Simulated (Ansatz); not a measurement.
# A low-energy model for Rb2MoF4 (started from the K2NiF4 type) (I4/mmm): bands, U and J, part 2 of 2

Aim: U, U′ and J for the Mo t2g shell of Rb2MoF4 (started from the K2NiF4 type) (I4/mmm).

Ansatz 0.2.0; non-magnetic PBE, then constrained RPA, plane waves, PAW.

So far: The starting structure; PBE bands and orbital weights.

The structure was built from a prototype and need not be the compound's stable phase.

### Step 3. Constrained RPA: Mo t2g, bands v2 to c1, 4×4×4 mesh, medium accuracy

Constrained RPA screens the interaction with every transition except those inside the target bands, which a later many-body model would treat itself.

This step: constrained RPA on PBE, plane waves, PAW.

File input.yaml:

```yaml
crystal:
  lattice:
    - [2.13889785, -2.13889785, 7.09172968]
    - [-2.13889785, 2.13889785, 7.09172968]
    - [-2.13889785, -2.13889785, -7.09172968]
  atoms:
    - { symbol: Rb, position: [0.3546380024, 0.3546380024, 0.0] }
    - { symbol: Rb, position: [0.6453619976, 0.6453619976, 0.0] }
    - { symbol: Mo, position: [0.0, 0.0, 0.0] }
    - { symbol: F, position: [0.0, 0.5, 0.5] }
    - { symbol: F, position: [0.5, 0.0, 0.5] }
    - { symbol: F, position: [0.1544665736, 0.1544665736, 0.0] }
    - { symbol: F, position: [0.8455334264, 0.8455334264, 0.0] }
kpoints:
  mp_grid: { grid: [8, 8, 8] }
hamiltonian:
  xc: pbe
scf:
  occupations: { method: gaussian, width: 0.08 }
  n_extra_bands: 19
  max_iter: 150
  lower_state_search: "off"
output:
  crpa:
    kmesh: [4, 4, 4]
    target_bands: [v2, c1]
    projections: [{ species: Mo, l: d, shell: 4, orbitals: [dxz, dyz, dxy] }]
  local_orbitals:
    kmesh: [8, 8, 8]
    orbitals: [{ species: Mo, l: d, shell: 4, orbitals: [dxz, dyz, dxy] }]
    window: { bands: [v2, c1] }
    seedname: lo
```

Launch:

```sh
$ ansatz run input.yaml --threads 4 --pin off --max-ram 14745MiB --backend cpu --events-out ev --progress --plain --runs-dir out
```

Numbers of over 12 decimals in the logs are rounded to 6 here.

Log:

```text
[...]
Crystal: 7 atoms, lattice volume = 129.775 Å³
Basis set: ecut = 420 eV, 2495 PW (Γ)
Bands: 49, of which v1, the nominal top of the filled ones, is band 30 counted from 1 (29 counted from 0)
Symmetry: 16 space group operations
[...]
k-points: 59 of 512
[...]
SCF iter   1: F=—  HF=-14727.339809 eV  |F-HF|=—  |Δ(HF+E_count)|=         —  Δρ=5.15e-3  dr2=3.80e-2  ethr=1.77e-3  ⟨swp⟩=6.0  Hψ=12650  notcnv=0  defer=358
[...]
SCF iter   8: F=-14727.333886 eV  HF=-14727.333886 eV  |F-HF|=2.78e-8  |Δ(HF+E_count)|=   2.58e-7  Δρ=1.06e-5  dr2=7.94e-8  ethr=1.67e-10  ⟨swp⟩=8.2  Hψ=13801  notcnv=0
SCF 1 converged in 8 iterations: F = -14727.333886 eV  dr2 = 7.94e-8
[...]
NSCF: frozen V_eff on 63 k-points
[...]
cRPA screening: q 1/64
cRPA screening: q 2/64
cRPA screening: q 6/64 (q-point 3)
cRPA screening: q 8/64 (q-point 5)
cRPA screening: q 16/64 (q-point 6)
cRPA screening: q 32/64 (q-point 9)
cRPA screening: q 36/64 (q-point 10)
cRPA screening: q 44/64 (q-point 22)
cRPA screening: q 46/64 (q-point 24)
cRPA screening: q 48/64 (q-point 27)
cRPA screening: q 56/64 (q-point 30)
cRPA screening: q 60/64 (q-point 31)
cRPA screening: q 64/64 (q-point 43)
SCF converged after 8 iterations
Free energy (F): -14727.333886 eV
[...]
Internal energy: -14727.318020 eV  (E = F + TS)
E sigma→0 (E₀):  -14727.325953 eV
Entropy (-TS):   -0.015867 eV (-2.267 meV/atom)
Fermi energy:    8.884293 eV
[...]
--- Band table (eV; the first three rows and the last of 59) ---
  k-point 0: bands = [... 26 lower, 2.6781, 2.6781, 7.8286, 8.2678, 8.2678, 8.9930, 9.6339, 10.2768, ... 15 higher]
  k-point 1: bands = [... 26 lower, 2.5419, 2.6639, 8.0797, 8.3766, 8.3945, 9.4547, 10.0452, 10.5222, ... 15 higher]
  k-point 2: bands = [... 26 lower, 2.6018, 2.6462, 8.6368, 8.6439, 8.6876, 10.3816, 11.0216, 11.2144, ... 15 higher]
  k-point 58: bands = [... 26 lower, 2.6701, 2.6701, 7.8303, 8.3311, 8.3311, 9.6155, 9.9997, 10.0182, ... 15 higher]
--- cRPA (band scheme, projected local orbitals): target bands 29..31 (1-based), 3 Wannier function(s), 4×4×4 mesh, 62 bands' worth read of 67 solved, ecut_chi 136.0 eV, v(q+G=0) probe_charge, pair densities all_electron ---
  bands read: the sum over 62 bands ends inside a degenerate multiplet in 2 slots, whose members it reads at an even weight; the widest, k=21: bands 62 to 63 (counted from 1) at 1/2 each
  χ-basis size per q: N_G = 449..480
  window electrons = 4.0000, filled by tetrahedron_uncorrected; constrained ε̄⁻¹(q = 0, 0) head = 0.411917; min gauge Gram eig = 0.8247
  Kanamori averages over each shell's own Wannier functions (sites counted from 0, functions from 1):
    Site 2, 4D, 3 of 5 d orbitals (Wannier functions 1, 2, 3; wannier90's mr 2, 3, 5):
      screened: U = 5.3030 eV, U' = 4.5392 eV, J = 0.3618 eV
      screened, to within: U = 1.5e-2 eV, U' = 1.5e-2 eV, J = 8.1e-4 eV
      bare: V = 13.0864 eV, V' = 12.0512 eV, J = 0.5177 eV
  Hermiticity witness max|P − P†| over intra, direct and exchange elements: 9.77e-15 eV (screened), 5.16e-23 eV (bare)
  Reality witness max|Im| over intra, direct and exchange elements: 4.99e-18 eV (screened), 5.42e-19 eV (bare)
```

The job ended after 5.3 min (4 threads of Arm Neoverse V1, shared host; peak memory 1 GiB; 21 min of CPU time).

This step gave:

```
U                                                 : 5.303 eV
U prime (inter-orbital)                           : 4.539 eV
J                                                 : 0.3618 eV
bare V                                            : 13.09 eV
bare J                                            : 0.5177 eV
stated bound on U                                 : 0.01435 eV
U over bare V                                     : 0.4052
electrons in the window                           : 4.000
head of the constrained inverse dielectric matrix : 0.4119
least eigenvalue of the projection's overlap      : 0.8247
target functions                                  : 3
bands in the sums                                 : 62
r.m.s. miss of the model bands                    : 2.19e-5 eV
width of the target bands                         : 1.577 eV
weight of the projected orbitals in the window    : 0.8909
```

On the Mo t2g shell, screening brings the on-site interaction from 13.1 eV down to U = 5.30 eV.

Kanamori averages over each shell's functions. Crpa shells, by row:

```tsv
site	element	shell	orbitals	U (eV)	U' (eV)	J (eV)	bare V (eV)	bare V' (eV)	bare J (eV)	bound on U (eV)
3	Mo	4D	3	5.303	4.539	0.3618	13.09	12.05	0.5177	0.01435
```

Density-density elements U_iijj, eV. U matrix, by row:

```tsv
orbital	Mo3 dxz	Mo3 dyz	Mo3 dxy
Mo3 dxz	5.3	4.542	4.538
Mo3 dyz	4.542	5.3	4.538
Mo3 dxy	4.538	4.538	5.31
```

Exchange elements U_ijji, eV. J matrix, by row:

```tsv
orbital	Mo3 dxz	Mo3 dyz	Mo3 dxy
Mo3 dxz	-	0.36	0.363
Mo3 dyz	0.36	-	0.363
Mo3 dxy	0.363	0.363	-
```

Projected local orbitals of the target window. Electronic bands along the path, in eV, zero at the Fermi level; # counts the bands kept:

```tsv
point	#1	#2	#3
Γ	-1.06	-0.62	-0.62
halfway	-0.25	-0.24	-0.20
X	0.14	0.22	0.52
halfway	0.15	0.21	0.52
P	0.18	0.18	0.52
halfway	-0.20	0.16	0.19
N	-0.54	-0.16	0.21
halfway	-0.61	-0.58	-0.22
Γ	-1.06	-0.62	-0.62
halfway	-1.05	-0.58	-0.58
M	-1.05	-0.55	-0.55
halfway	-0.68	-0.54	-0.23
S	-0.54	-0.18	0.19
jump to S0	-0.54	-0.18	0.19
halfway	-0.58	-0.55	-0.17
Γ	-1.06	-0.62	-0.62
jump to X	0.14	0.22	0.52
halfway	0.14	0.22	0.51
R	0.13	0.21	0.49
jump to G	0.13	0.21	0.49
halfway	-0.35	-0.24	-0.22
M	-1.05	-0.55	-0.55
```

The same for Kohn-Sham, solved directly:

```tsv
point	#1	#2	#3
Γ	-1.06	-0.62	-0.62
X	0.14	0.22	0.52
P	0.18	0.18	0.52
N	-0.54	-0.16	0.21
Γ	-1.06	-0.62	-0.62
M	-1.05	-0.55	-0.55
S	-0.54	-0.18	0.19
S0	-0.54	-0.18	0.19
Γ	-1.06	-0.62	-0.62
X	0.14	0.22	0.52
R	0.13	0.21	0.49
G	0.13	0.21	0.49
M	-1.05	-0.55	-0.55
```

The first set of electronic bands as a text plot (rows in eV; labels by their first letter):

```
    0.5 |         ****                                 *
    0.4 |             *                                 *
    0.4 |        *     *
    0.3 |               *
    0.2 |       * ***    ****                  *       * *
    0.2 |        * ******    *                * *      **
    0.1 |        **   *                      *   *      ***
    0.0 |       *      * *    *                          **
    0.0 |      **         *                               *
   -0.1 |      *        *      *            *              *
   -0.2 |     *            ***                 ** *        *
   -0.2 |     *                 *          *  *             *
   -0.3 |    *           *                   *   * *         *
   -0.4 |    *                *                             **
   -0.4 |   *             *      *        *         *         *
   -0.5 |    *             *   *         *                     *
   -0.6 | **                ***** *   ************** *       *  *
   -0.6 |**                     ******              ***
   -0.7 |   *                              *       *
   -0.8 |                                                     *
   -0.8 |                                           *
   -0.9 |  *                     *        *                    *
   -1.0 |                         *      *           *
   -1.0 |**                        ******             *         *
         Γ         X P      N       Γ   M    S|S     ΓR|G       M
```

Onsite levels, by row:

```tsv
orbital	level less Fermi level (eV)
Mo3 dxz	-0.1922
Mo3 dyz	-0.1922
Mo3 dxy	-0.2279
```

Largest distinct elements between sites. Hoppings, by row:

```tsv
from	to	cell	distance (Å)	t (eV)
Mo3 dxy	Mo3 dxy	-1 0 -1	4.278	-0.1944
Mo3 dxz	Mo3 dxz	0 1 1	4.278	-0.1889
Mo3 dxy	Mo3 dxy	-1 -1 -2	6.05	-0.0134
Mo3 dxz	Mo3 dyz	-1 0 0	7.71	0.0046
Mo3 dyz	Mo3 dyz	1 1 2	6.05	-0.0044
Mo3 dyz	Mo3 dyz	0 -1 0	7.71	-0.0043
Mo3 dxz	Mo3 dxz	0 2 2	8.556	0.004
Mo3 dxz	Mo3 dxz	-1 0 -1	4.278	-0.0019
Mo3 dxy	Mo3 dxz	0 -1 0	7.71	-0.0014
Mo3 dxy	Mo3 dxy	-1 -2 -3	9.565	-0.0011
Mo3 dxz	Mo3 dyz	-1 -1 -2	6.05	-8.00e-4
Mo3 dyz	Mo3 dxy	-2 0 -1	9.8	5.00e-4
```

### Step 4. Summary of results

```
Mo t2g : U 5.30 eV, U′ 4.54 eV, J 0.36 eV, bare V 13.1 eV
method : constrained RPA on non-magnetic PBE, 4×4×4 mesh, static; search for lower states off
```

What this shows: For Mo t2g, screening cuts the on-site interaction from 13.09 eV to 5.30 eV. U − 2J differs from U′ by +0.04 eV, so the Kanamori relation holds well. U is 3.4 times the width of the target bands. The parent state is non-magnetic and the interaction static (zero frequency); U depends on the window and the orbitals, so it belongs to this model alone. The bands cross the Fermi level under this constraint, which need not be the crystal's state: magnetic order, correlation or a lattice distortion may open a gap.

[Paths, hosts, dates, memory and timing lines, banners, echoed tables and standing remarks are left out of the program output.]

[Logs are printed without paths, hosts, clocks, repeated set-up lines and the standing remarks that a program may print on its own settings, such as how far it seeks lower states.]

[Runs of the session that timed out or met a known fault of the program may be left out.]

[Hosts, paths, dates, database ids (printed as entryN), source tags and the programs' standing remarks are cut or masked in the printed files.]
